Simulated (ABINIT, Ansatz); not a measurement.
# CdH2O2 (P-3m1): G0W0 on several meshes in ABINIT, part 2 of 2

Aim: the GW shift of CdH2O2 (P-3m1) against the k mesh.

ABINIT 10.8.3; PBEsol and many-body steps on it, plane waves. Known limits of the many-body steps: not at the basis limit; d shell near the gap, gap tends to lie low; no spin-orbit coupling; coarse k mesh.

So far. Step 4 (3×3×2): The gap on the mesh goes from 1.70 eV to 3.37 eV, a correction of +1.67 eV. Step 5 (Empty states on the mesh, 3×3×4 mesh, 53 bands): On this mesh the gap is 1.704 eV.

## (7) 3×3×4

This step: G0W0 on PBEsol, plane waves, norm-conserving pseudopotentials.

run.abi

```
acell 3*1.0 Angstrom
rprim 
  3.515525964753 0.000000000011 0.000000000000
  -1.757762982386 3.044534793135 0.000000000000
  0.000000000000 0.000000000000 4.642979290000
ntypat 3
znucl 48 1 8
natom 5
typat 1 2 2 3 3
xred 
  0.000000000000 0.000000000000 0.000000000000
  0.666666666667 0.333333333333 0.550960720000
  0.333333333333 0.666666666667 0.449039280000
  0.666666666667 0.333333333333 0.759372000000
  0.333333333333 0.666666666667 0.240628000000
pp_dirpath "pseudos"
pseudos "Cd.upf, H.upf, O.upf"
ecut 47
ngkpt 3 3 4
nshiftk 1
shiftk 0 0 0
kptopt 1
chksymbreak 0
istwfk *1
occopt 1
irdwfk 1
optdriver 4
nband 49
gwcalctyp 0
ecutsigx 47
symsigma 1
nkptgw 2
kptgw 
  0.0000000000 0.0000000000 0.5000000000
  0.0000000000 0.0000000000 0.0000000000
bdgw 
  16 19
  16 19
ecuteps 4.2
irdscr 1
ppmodel 1
indata_prefix "in"
outdata_prefix "out"
tmpdata_prefix "tmp"
```

Command:

```
$ OMP_NUM_THREADS=1 mpirun -n 4 abinit run.abi > log
```

Numbers of over 12 decimals in the logs are rounded to 6 here.

What it wrote:

```text
.Version 10.8.3 of ABINIT. v10.8.2 released Aug 2026.

 Symmetries : space group P-3 m 1 (#164); Bravais hP (primitive hexag.)
[... echo of the input left out ...]
== DATASET  1 ==================================================================
-   mpi_nproc: 4, omp_nthreads: 1 (-1 if OMP is not activated)

--- !DatasetInfo
iteration_state: {dtset: 1, }
dimensions: {natom: 5, nkpt: 10, mband: 49, nsppol: 1, nspinor: 1, nspden: 1, mpw: 5177, }
cutoff_energies: {ecut:  47.0, pawecutdg:  -1.0, }
electrons: {nelect:   3.40000000E+01, charge:   0.00000000E+00, occopt:   1.00000000E+00, tsmear:   1.00000000E-02, }

 SIGMA: Calculation of the GW corrections

 Based on a program developped by R.W. Godby, V. Olevano, G. Onida, and L. Reining.
 Incorporated in ABINIT by V. Olevano, G.-M. Rignanese, and M. Torrent.
.Using double precision arithmetic ; gwpc =  8

[... cell and pseudopotentials left out ...]
--------------------------------------------------------------------------------

 ==== K-mesh for the wavefunctions ====
 Number of points in the irreducible wedge :    10
[... list of points left out ...]
 Together with 12 symmetry operations and time-reversal symmetry
 yields    36 points in the full Brillouin Zone.

 ==== Q-mesh for screening function ====
 Number of points in the irreducible wedge :    10
[... list of points left out ...]
 Together with 12 symmetry operations and time-reversal symmetry
 yields    36 points in the full Brillouin Zone.

 vcoul_init : cutoff-mode = AUXILIARY_FUNCTION
 q-points for optical limit:   1
     1)      0.000010    0.000020    0.000030
 setmesh: FFT mesh size selected  =    36x   36x   60
          total number of points  =        77760

 Number of electrons calculated from density =   34.0000; Expected =   34.0000
[...]
number of omega for Sigma on real axis              0
 max omega for Sigma on real axis  [eV]           0.00
 zcut for avoiding poles [eV]                     0.10

 EPSILON^-1 parameters (SCR file):
 dimension of the eps^-1 matrix on file            135
 dimension of the eps^-1 matrix used               135
 number of plane-waves for wavefunctions          5133
 number of bands                                    49
 number of q-points in IBZ                          10
 number of frequencies                               2
 number of real frequencies                          1
 number of imag frequencies                          1

 matrix elements of self-energy operator (all in [eV])

 Perturbative Calculation

--- !SelfEnergy_ee
iteration_state: {dtset: 1, }
kpoint     : [   0.000,    0.000,    0.500, ]
spin       : 1
KS_gap     :    4.351
QP_gap     :    6.157
Delta_QP_KS:    1.805
data: !SigmaeeData |
     Band     E0 <VxcDFT>   SigX SigC(E0)      Z dSigC/dE  Sig(E)    E-E0       E
       16   3.042 -21.601 -27.080   4.843   0.797  -0.255 -22.107  -0.506   2.535
       17   3.042 -21.601 -27.080   4.843   0.797  -0.255 -22.107  -0.506   2.535
       18   7.393 -10.889  -6.214  -3.154   0.854  -0.171  -9.590   1.299   8.692
[...]
--- !SelfEnergy_ee
iteration_state: {dtset: 1, }
kpoint     : [   0.000,    0.000,    0.000, ]
spin       : 1
KS_gap     :    1.983
QP_gap     :    3.817
Delta_QP_KS:    1.834
data: !SigmaeeData |
     Band     E0 <VxcDFT>   SigX SigC(E0)      Z dSigC/dE  Sig(E)    E-E0       E
[...]
18   4.745 -12.229  -7.955  -2.803   0.853  -0.172 -10.974   1.255   6.001
       19   9.234  -9.580  -4.756  -3.271   0.862  -0.160  -8.241   1.338  10.573

== END DATASET(S) ==============================================================
================================================================================

 -outvars: echo values of variables after computation  --------
           etotal      0.0000000000E+00
            nband          49
             nkpt          10
          spgroup         164
 [... the other variables as echoed above ...]

 Calculation completed.
```

It took 3.5 s on 4 MPI ranks of Arm Neoverse V2, shared host; peak memory 0.7 GiB.

Numbers from this step:

- G0W0 gap on the points computed: 3.466 eV
- starting gap on the mesh: 1.704 eV
- k of the valence top: 0, 0, 0.5
- k of the conduction bottom: 0, 0, 0
- Z at the valence top: 0.797
- Z at the conduction bottom: 0.853
- least direct G0W0 gap on the computed points: 3.817 eV

Against G0W0 in ABINIT (3×3×2 mesh, 49 bands, screening to 114.3 eV, Godby-Needs plasmon pole), the gap moves by +0.094 eV.

## (8) The runs together

Times are wall times on 4 MPI ranks of Arm Neoverse V2, shared host, good to a factor of about two. A run's time includes the screening step that it read.

| run | mesh | bands | screening cutoff (eV) | DFT gap (eV) | gap on the mesh (eV) | direct (eV) | ε∞ used | time |
| --- | --- | --- | --- | --- | --- | --- | --- | --- |
| 3×3×2 | 3×3×2 | 49 | 114.3 | 1.704 | 3.372 | 3.719 | 3.91 | 9.3 s |
| 3×3×4 | 3×3×4 | 49 | 114.3 | 1.704 | 3.466 | 3.817 | 3.91 | 17 s |

## (9) Outcome

* 3×3×2: 3.372 eV
* 3×3×4: 3.466 eV
* known limits: not at the basis limit; d shell near the gap, gap tends to lie low; no spin-orbit coupling; coarse k mesh

In words: 3×3×4: +0.094 eV against 3×3×2. Bands and cutoff are finite, so the gap is not at the basis limit. The miss can reach some tenths of an eV and take either sign; the mesh is an error of its own. In the G0W0 runs levels were corrected at 2 k points alone, so a gap called «on the mesh» is the least over those, and an edge elsewhere would be missed. A denser mesh or path gives a starting gap of 1.64 eV: the GW mesh misses a band edge, so its gaps are not the fundamental one. The 3×3×2 mesh is coarse for this cell, which bears on the long-range parts of exchange and screening. A d shell, filled or nearly so, lies near the gap. One-shot GW converges very slowly in bands there, not always from below, and on a semilocal start the gap tends to come out low; starts rich in exact exchange can overshoot instead. The many-body steps are scalar-relativistic: spin-orbit coupling is not in them.

[Paths, hosts, dates, memory and timing lines, banners, echoed tables and standing remarks are left out of the program output.]

[Logs are printed without paths, hosts, clocks, repeated set-up lines and the standing remarks that a program may print on its own settings, such as how far it seeks lower states.]

[Runs of the session that timed out or met a known fault of the program may be left out.]

[Hosts, paths, dates, database ids (printed as entryN), source tags and the programs' standing remarks are cut or masked in the printed files.]

[G0W0 gaps are taken among the corrected bands and points alone; a level outside them can change the order at an edge.]

[Where Ansatz stands beside ABINIT at settings called matched, ABINIT's density can come from a denser mesh and the files from another edition; pairs whose starting gaps differed by over 0.03 eV were left out, so agreement reads better than it is.]
